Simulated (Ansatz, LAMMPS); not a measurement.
**Electronic structure of amorphous polydimethylsiloxane (as short chains C32Si15O14H96) at 250 K (471 atoms)**

Wanted: forces, charges and levels of amorphous polydimethylsiloxane (as short chains C32Si15O14H96) at 250 K (471 atoms).

Main program and level: Ansatz 0.2.0; Kohn-Sham DFT, LDA, PAW (set soft_2), plane waves.

## (1) Set-up

The cell holds 471 atoms: 96 C, 45 Si, 42 O and 288 H. Cell: a = 17.522 Å, b = 17.522 Å, c = 17.522 Å, α = 90.0°, β = 90.0°, γ = 90.0°. 3 polydimethylsiloxane chains of 14 units with methyl end groups placed at random, at 1.04 g/cm³; overlaps pushed apart, then 20 ps at 800 K with MMFF94 bonds, angles, torsions, charges and radii (Halgren, J. Comput. Chem. 17, 490 (1996)) in harmonic and 12-6 forms. Snapshot after 30 ps at 250 K and fixed volume.

What the set-up can't give: The network of contacts between molecules at the start is that of the classical potential that made the cell, and needn't be the one that DFT or experiment would give. The functional has no dispersion term, which matters for the binding between molecules or layers, where LDA binds through overlap of densities alone. The density was typed from a rule of thumb and may lie off the real one at this temperature. Sampling is at Γ alone, for a cell whose shortest periodic width is 18 Å.

## (2) Making the structure

A classical potential makes the cell, at a small fraction of what the same run would cost in DFT.

This step: classical MD, MMFF94 bonds, angles, torsions, charges and radii (Halgren, J. Comput. Chem. 17, 490 (1996)) in harmonic and 12-6 forms; charges of ions scaled by 0.8 (LAMMPS 22 Jul 2025 - Update 4).

Contents of in.lmp:

```
# amorphous polydimethylsiloxane
units real
atom_style full
boundary p p p
bond_style harmonic
angle_style harmonic
dihedral_style opls
improper_style harmonic
special_bonds lj 0 0 0.5 coul 0 0 0.75
read_data data.lmp
neigh_modify delay 0 every 1 check yes one 4000
comm_modify cutoff 12.0
timestep 0.5
thermo_style custom step time temp pe press density
thermo_modify norm yes
# push overlapping molecules apart
pair_style soft 2.6
pair_coeff * * 0.0
variable a equal ramp(1,60)
fix ad all adapt 1 pair soft a * * v_a
velocity all create 800 785886 mom yes dist gaussian
fix lim all nve/limit 0.03
fix lan all langevin 800 800 50 785887 zero yes
thermo 1000
run 3000 post no
unfix ad
pair_style lj/cut/coul/long 9.0
pair_modify mix arithmetic tail yes
pair_coeff 1 1 0.0678 3.3680   # C
pair_coeff 2 2 0.2508 4.1360   # Si
pair_coeff 3 3 0.0763 3.0430   # O
pair_coeff 4 4 0.0216 2.5400   # H
kspace_style pppm 1.0e-4
thermo 100
# [... 16 lines left out ...]
compute msd all msd com yes
thermo 7500
fix md all nvt temp 250 250 100
run 30000 post no
print "== T250: mean square displacement over the hold $(c_msd[4]:%.2f) A^2"
unfix md
uncompute msd
write_dump all custom T250.dump id type xs ys zs modify sort id
```

Command:

```console
$ lmp -in in.lmp -log none -nocite
```

What it wrote:

```text
LAMMPS (22 Jul 2025 - Update 4)
Reading data file ...
  orthogonal box = (0 0 0) to (17.52227 17.52227 17.52227)
  471 atoms
  orthogonal box = (0 0 0) to (17.52227 17.52227 17.52227)
  468 bonds
  888 angles
  1116 dihedrals
   Step          Time           Temp          PotEng         Press         Density
         0   0              800            0.82447866    -5704.893       1.0430005
      1000   500            635.00163      3.0498851      27175.736      1.0430005
      2000   1000           633.02949      2.5057665      24609.92       1.0430005
      3000   1500           597.69141      2.4410494      31957.372      1.0430005
[... 29 lines left out ...]
Loop time of 51.881 s on 1 MPI rank(s) for 20000 steps with 471 atoms
   Step          Time           Temp          PotEng         Press         Density
[... 4 lines left out ...]
Loop time of 49.7118 s on 1 MPI rank(s) for 20000 steps with 471 atoms
   Step          Time           Temp          PotEng         Press         Density
[... 2 lines left out ...]
     52500   51500          234.34462     -2.2627216     -3429.0149      1.0430005
     60000   59000          249.5126      -2.2921873     -1490.7127      1.0430005
     67500   66500          256.46568     -2.2226551     -4499.8332      1.0430005
     72000   71000          254.22125     -2.2756528     -384.59015      1.0430005
Loop time of 71.8168 s on 1 MPI rank(s) for 30000 steps with 471 atoms
== T250: mean square displacement over the hold 6.76 A^2
```

Run time: 3 min. Hardware: 1 thread of Intel Xeon Platinum 8259CL at 2.50GHz (Skylake/Cascade Lake), shared host; peak memory 0.15 GiB.

The input also reads data.lmp (atoms, bonds and types; not printed here).

## (3) Plane-wave single point

One self-consistent run at the given positions yields energy and forces.

Contents of input.yaml:

```yaml
crystal:
  lattice:
    - [17.52227, 0.0, 0.0]
    - [0.0, 17.52227, 0.0]
    - [0.0, 0.0, 17.52227]
  atoms:
    - { symbol: C, position: [0.14678, 0.65207, 0.6216] }
    - { symbol: Si, position: [0.16744, 0.58784, 0.538] }
    - { symbol: C, position: [0.08342, 0.5241, 0.52783] }
    - { symbol: C, position: [0.2515, 0.52801, 0.55936] }
    - { symbol: O, position: [0.17704, 0.63595, 0.4601] }
    - { symbol: Si, position: [0.20544, 0.62087, 0.37337] }
    - { symbol: C, position: [0.20504, 0.70299, 0.31087] }
    - { symbol: C, position: [0.30775, 0.60916, 0.38505] }
    - { symbol: O, position: [0.16194, 0.5476, 0.33132] }
    - { symbol: Si, position: [0.18074, 0.46012, 0.3008] }
    - { symbol: C, position: [0.19425, 0.46198, 0.19776] }
    - { symbol: C, position: [0.10209, 0.39655, 0.31805] }
    - { symbol: O, position: [0.2589, 0.43109, 0.34503] }
    - { symbol: Si, position: [0.3035, 0.3517, 0.37394] }
    - { symbol: C, position: [0.38334, 0.38414, 0.43371] }
    - { symbol: C, position: [0.34256, 0.29929, 0.2941] }
    - { symbol: O, position: [0.24017, 0.30261, 0.42398] }
    - { symbol: Si, position: [0.21128, 0.21795, 0.45429] }
    - { symbol: C, position: [0.16883, 0.23022, 0.54802] }
    - { symbol: C, position: [0.12961, 0.1903, 0.3877] }
    - { symbol: O, position: [0.28136, 0.15407, 0.45425] }
    - { symbol: Si, position: [0.29762, 0.06813, 0.48623] }
    - { symbol: C, position: [0.22524, 0.03885, 0.55698] }
    - { symbol: C, position: [0.39168, 0.05785, 0.52968] }
    - { symbol: O, position: [0.29068, 0.01034, 0.41347] }
    - { symbol: Si, position: [0.31504, 0.99727, 0.32273] }
    - { symbol: C, position: [0.30372, 0.89794, 0.30876] }
    - { symbol: C, position: [0.25608, 0.0509, 0.26158] }
    - { symbol: O, position: [0.40764, 0.01949, 0.31828] }
    - { symbol: Si, position: [0.47384, 0.03161, 0.25471] }
    - { symbol: C, position: [0.43288, 0.0645, 0.16598] }
    - { symbol: C, position: [0.51462, 0.93713, 0.23694] }
    [... 433 atom lines left out ...]
    - { symbol: H, position: [0.33774, 0.84953, 0.03962] }
    - { symbol: H, position: [0.32393, 0.79536, 0.12804] }
    - { symbol: H, position: [0.32358, 0.9002, 0.12611] }
    - { symbol: H, position: [0.16035, 0.92554, 0.16873] }
    - { symbol: H, position: [0.18471, 0.98673, 0.09464] }
    - { symbol: H, position: [0.10159, 0.94024, 0.08346] }
kpoints:
  mp_grid: { grid: [1, 1, 1] }
hamiltonian:
  xc: lda
scf:
  occupations: { method: fermi_dirac, width: 0.05 }
output:
  forces: true
  stress: true
  populations: true
  dos:
    method: { smearing: { sigma: 0.08 } }
    de: 0.1
    projected: { site_lists: { C: [C], H: [H], O: [O], Si: [Si] } }
  eigenvalues: true
  write_density: true
  write_potential: true
  volumetric_format: npy
```

Command:

```console
$ ansatz run input.yaml --threads 8 --pin off --max-ram 15872MiB --backend cpu --events-out ev --progress --plain --runs-dir out
```

What it wrote:

```text
Engine: ansatz 0.2.0, x86_64-unknown-linux-gnu
Pseudopotentials: kind: paw
Pseudopotential: C, paw, valence charge 4, recommended cutoff 420 eV (normal), C.paw.azcp
Pseudopotential: Si, paw, valence charge 4, recommended cutoff 420 eV (normal), Si.paw.azcp
Pseudopotential: O, paw, valence charge 6, recommended cutoff 420 eV (normal), O.paw.azcp
Pseudopotential: H, paw, valence charge 1, recommended cutoff 420 eV (normal), H.paw.azcp
[... 3 lines on functional and potentials left out ...]
Crystal: 471 atoms, lattice volume = 5379.862 Å³
Basis set: ecut = 420 eV, 105399 PW (Γ)
Bands: 1023, of which v1, the nominal top of the filled ones, is band 552 counted from 1 (551 counted from 0)
Symmetry: 1 space group operations
Space group: P1 (ITA 1), of the structure as read, at distance tolerance 1.8e-4 Å
k-points: 1
[... 12 lines on functional and potentials left out ...]
Initial density: superposition of atomic densities (neutral atoms: chi_scale 0, normalization atom), corrected by the library's trained network
Initial wavefunctions: pseudopotential atomic-orbital guess
Functional: x = slater, c = lda
SCF iter   1: F=—  HF=-78659.011546 eV  |F-HF|=—  |Δ(HF+E_count)|=         —  Δρ=8.72e-3  dr2=2.97e0  ethr=1.77e-3  ⟨swp⟩=5.0  Hψ=4468  notcnv=0  defer=421
preconditioner: auto → Resta (q_TF=auto, 2.095 Å⁻¹)  ε∞=2.4  [insulator: Δε(μ)=4.508 eV  Ē_g=14.413 eV  σ=0.050 eV  W_gap=1.00  n_scr=846 (ndim 8)  ℏωp=16.8 eV  f_vac=0.225  D(μ)=0.00/eV (n_scr^D=0)  ε∞_Penn≈2.4]
SCF iter   2: F=—  HF=-78658.238635 eV  |F-HF|=—  |Δ(HF+E_count)|=   7.73e-1  Δρ=3.76e-3  dr2=5.34e-1  ethr=2.69e-4  ⟨swp⟩=2.0  Hψ=1565  notcnv=0  defer=464
SCF iter   3: F=—  HF=-78658.132468 eV  |F-HF|=—  |Δ(HF+E_count)|=   1.06e-1  Δρ=1.64e-3  dr2=1.28e-1  ethr=4.84e-5  ⟨swp⟩=2.0  Hψ=1110  notcnv=0  defer=464
SCF iter   4: F=—  HF=-78658.116475 eV  |F-HF|=—  |Δ(HF+E_count)|=   1.60e-2  Δρ=3.06e-4  dr2=6.99e-3  ethr=1.16e-5  ⟨swp⟩=2.0  Hψ=1110  notcnv=0  defer=464
SCF iter   5: F=—  HF=-78658.120660 eV  |F-HF|=—  |Δ(HF+E_count)|=   4.18e-3  Δρ=1.67e-4  dr2=1.64e-3  ethr=6.33e-7  ⟨swp⟩=2.0  Hψ=1111  notcnv=0  defer=464
SCF iter   6: F=—  HF=-78658.121209 eV  |F-HF|=—  |Δ(HF+E_count)|=   5.50e-4  Δρ=7.08e-5  dr2=3.01e-4  ethr=1.48e-7  ⟨swp⟩=2.0  Hψ=1111  notcnv=0  defer=464
SCF iter   7: F=—  HF=-78658.121408 eV  |F-HF|=—  |Δ(HF+E_count)|=   1.99e-4  Δρ=2.86e-5  dr2=5.49e-5  ethr=2.73e-8  ⟨swp⟩=2.0  Hψ=1110  notcnv=0  defer=464
SCF iter   8: F=—  HF=-78658.121568 eV  |F-HF|=—  |Δ(HF+E_count)|=   1.60e-4  Δρ=6.79e-6  dr2=4.35e-6  ethr=4.98e-9  ⟨swp⟩=2.0  Hψ=1575  notcnv=0  defer=464
SCF iter   9: F=—  HF=-78658.121578 eV  |F-HF|=—  |Δ(HF+E_count)|=   1.07e-5  Δρ=5.44e-6  dr2=1.47e-6  ethr=3.94e-10  ⟨swp⟩=2.0  Hψ=1111  notcnv=0  defer=464
SCF iter  10: F=—  HF=-78658.121579 eV  |F-HF|=—  |Δ(HF+E_count)|=   7.65e-7  Δρ=2.69e-6  dr2=3.61e-7  ethr=1.33e-10  ⟨swp⟩=2.0  Hψ=1111  notcnv=0  defer=464
SCF iter  11: F=-78658.121579 eV  HF=-78658.121579 eV  |F-HF|=5.88e-8  |Δ(HF+E_count)|=   2.18e-7  Δρ=5.02e-7  dr2=2.29e-8  ethr=9.06e-12  ⟨swp⟩=24.0  Hψ=10262  notcnv=0
SCF 1 converged in 11 iterations: F = -78658.121579 eV  dr2 = 2.29e-8
  greatest PAW one-centre occupation: 0.861 electrons in one spin orbital (limit 2), on the O atom at site 165 (counted from 0), in its partial waves of l = 0
SCF converged after 11 iterations
Free energy (F): -78658.121579 eV
Harris-Foulkes:  -78658.121579 eV  (|F-HF|=5.88e-8)
Internal energy: -78658.121579 eV  (E = F + TS)
E sigma→0 (E₀):  -78658.121579 eV
Fermi energy:    0.819024 eV
--- Per-component energies (eV) ---
  E_band       = -7835.721452
  E_kinetic    = 22166.981532
  E_local      = -74924.825691  (includes V_loc(G=0)·N_el)
  E_nonlocal   = 6485.307515
  E_hartree    = 28097.822351
  E_xc         = -12654.575158
  E_vxc        = -15081.201052  (∫ρ·V_xc dr)
  E_paw        = -37091.876929  (= ΣΔE_a)
  E_vpaw       = -2677.357854  (= ΣTr[D̂ρ^β])
  E_aug_tail   = -0.264671  (compensation charges beyond the density's cutoff)
  E_ewald      = -10750.588033
  E_core_change = 13.897505  (= ΣΔE_core)
  E_smearing   = -0.000000  (= −TS)
  E_closure    = -0.000000  (closes the sum)
  Σ components = -78658.121579   (vs F -78658.121579, Δ=0.00e0)
--- Forces (eV/Å), atoms counted from 1 ---
  atom   1  C      0.41503992     0.84942858    -0.51071774
  atom   2  Si    -1.20190487    -0.42718052     1.50807954
  atom   3  C     -0.00271223     0.69973427     1.71185898
  atom   4  C     -0.53999114    -0.91638871    -0.79184249
  atom   5  O     -0.38269786     0.58627473    -0.69621894
  atom   6  Si     0.71643803    -0.71730233    -0.64287424
  atom   7  C     -0.82360344     0.70933906    -0.28177551
  atom   8  C      0.34249219    -1.67393368    -0.32646341
  atom   9  O      0.35538282     0.02973952     0.46139341
  atom  10  Si     0.87537705     0.38131472     0.24099103
  atom  11  C      0.26439942     0.36596279    -0.73330171
  atom  12  C     -2.51941660     0.42506292     1.15450775
  atom  13  O     -0.15189549    -0.63664087    -0.00577435
  atom  14  Si    -0.53714016     1.44228046    -0.00507809
[...]
atom 470  H      0.91346891     1.41797073    -0.32432006
  atom 471  H     -0.38282539    -0.14920767     0.12127836
  max |Σ_I F_I| component: 1.14e-4 eV/Å
--- Stress (GPa, compression-positive) ---
        1.058748      -0.247835       0.002313
       -0.247835       1.569460      -0.585859
        0.002313      -0.585859       0.790255
  P = ⅓ Tr σ = 1.1395 GPa (11.395 kbar)
--- Band table (eV) ---
  k-point 0: bands = ["-20.3465", "-20.0752", "-20.0561", "-20.0209", [... 1007 levels ...], "10.1661", "10.1744", "10.1795", "10.2003", "10.2228", "10.2296", "10.2425", "10.2595", "10.2774", "10.2983", "10.3059", "10.3138"]
--- Löwdin populations: 471 sites ---
  site symbol       q [e]
     0      C      4.7854
     1     Si      2.6552
     2      C      4.8325
[...]
470      H      0.7816
  spilling = 0.012729 (of n_electrons = 1104.000000)
```

Elapsed: 2.2 min, on 8 threads of Intel Xeon Platinum 8259CL at 2.50GHz (Skylake/Cascade Lake), shared host; peak memory 10 GiB; 16 min of CPU time.

Read from the output:

- free energy: -78658.1216 eV
- free energy per atom: -167.0024 eV/atom
- SCF cycles: 11
- pressure: 1.139 GPa
- r.m.s. force component: 0.7933 eV/Å
- longest force: 3.956 eV/Å
- Fermi energy: 0.819 eV
- gap (highest filled to lowest empty level): 4.426 eV
- spilling of the projection: 0.01273

Length of the force by element:

```tsv
element	coordination	atoms	mean length of the force (eV/Å)	spread	least	most
C	all	96	1.72	0.763	0.268	3.65
H	all	288	0.953	0.593	0.0873	3.96
O	all	42	1.05	0.585	0.243	3.30
Si	all	45	1.52	0.681	0.292	3.19
```

Löwdin charges by element (they lack the spilled electrons, 0.030 e an atom on average):

```tsv
element	coordination	atoms	mean charge (e)	spread	least	most
C	all	96	-0.840	0.0188	-0.885	-0.785
H	all	288	0.210	0.0117	0.176	0.252
O	all	42	-0.765	0.0057	-0.778	-0.756
Si	all	45	1.47	0.0514	1.33	1.52
```

Density of states as counts of states in windows of 1 eV (from the Fermi level), total and the larger projections:

```tsv
from (eV)	to (eV)	total	C p	H s	O p	Si p	C s
-18	-15	0.0	0.0	0.0	0.0	0.0	0.0
-15	-14	1.9	0.0	0.6	0.0	0.1	0.9
-14	-13	94.3	0.6	31.1	1.8	5.1	45.2
-13	-12	95.8	1.1	35.0	0.3	7.9	49.8
-12	-11	0.0	0.0	0.0	0.0	0.0	0.0
-11	-10	15.0	1.1	1.0	8.0	0.9	0.8
-10	-9	29.2	2.7	1.7	15.9	1.9	1.1
-9	-8	25.8	3.0	1.1	14.8	2.9	0.4
-8	-7	25.1	7.3	3.4	9.6	3.1	0.1
-7	-6	190.3	95.9	48.4	22.7	14.3	0.8
-6	-5	236.0	125.2	67.6	27.0	9.6	0.5
-5	-4	137.1	54.1	26.9	44.1	8.1	0.4
-4	-3	90.6	26.7	6.0	49.2	4.8	1.1
-3	-2	78.8	42.1	4.5	22.2	5.2	2.9
-2	2	0.0	0.0	0.0	0.0	0.0	0.0
2	3	12.4	0.4	4.8	0.1	0.5	2.9
3	4	56.0	3.7	18.7	0.6	5.6	8.1
4	5	148.4	12.1	37.4	2.8	29.4	9.5
```

The curve was stored every 0.100 eV, coarse against its broadening of 0.08 eV, so these counts are rough.

Between -22 and -18 eV lie 84 more states.

The levels nearest the highest filled one (over half full), pooled over k-points and spins:

```tsv
level less the highest filled one (eV)	occupation
-0.194	2
-0.166	2
-0.153	2
-0.132	2
-0.112	2
0	2
4.43	0
4.95	0
4.98	0
5.03	0
5.11	0
5.14	0
```

Electrostatic potential energy in the bc plane at fractional x = 0.010, with atoms of O and C and H and Si within 0.2 Å of it. With pseudopotentials it is smooth inside the atoms' cores, unlike the true potential.

Values in eV, 13 rows by 16 columns, each cell a mean:
```
  4   5   5   5   5   5   5   5   1   2   5   5  -7   1   3   5
  4   4   4   5   5   5   6   6   5   1   1   4   1   1   4   5
  4   4   4   4 -10 -22   2   4  -2 -23  -1   4  -6  -3   4   5
  0   4   5  -3  -8 -14  -8   1   4   3   4   4 -16 -13   0   4
-13   2   5  -4   3   3  -9   4   4   4   4   4   2   4   4   0
-23  -1   5   5   5   5   4   5   3   4   4   3   4   4   1  -9
 -4   5   5   4   4   4   5   5   1   1   3 -10   4  -2 -28 -18
  5   5   3   4   4   5   5   5   5   5   3 -13   2   3  -5   2
  5   5   4   5   3   4   4   4   4   5   4   4   4   4   4   2
  4  -3   2   5   4   4   3   3   4  -4 -15   2   1 -14  -6   3
-11 -19   2   3  -1   4   4  -1   2   1 -10   2   4  -6   0   3
  3 -15 -23 -13  -5   5   0 -19  -3   2   3   4   5   5   4   4
  5  -3  -7  -1  -3   5  -2  -3 -24 -16   4   6   5   5   5   5
```
Columns run along b (17.5 Å; values clipped at the 3rd and 97th percentile), rows up along c (17.5 Å). Atoms in or near the plane, at fractional coordinates: O at (0.98, 0.52), C at (0.65, 0.23), C at (0.59, 0.80), C at (0.80, 0.75), H at (0.72, 0.40), H at (0.42, 0.06), H at (0.48, 0.14), H at (0.78, 0.93), H at (0.86, 0.74), Si at (0.32, 0.77), Si at (0.12, 0.09), H at (0.21, 0.67), H at (0.39, 0.65), H at (0.25, 0.14) and more.

(Part 1 of 2 ends here.)

[Logs are printed without paths, hosts, clocks, repeated set-up lines and the standing remarks that a program may print on its own settings, such as how far it seeks lower states.]

[Hosts, paths, dates, database ids (printed as entryN), source tags and the programs' standing remarks are cut or masked in the printed files.]

[The MMFF94 radii named for the starting cell were scaled by 0.96; in molecules described by MMFF94, hydrogen bound to N, O or S took a small fixed 12-6 site in their place.]
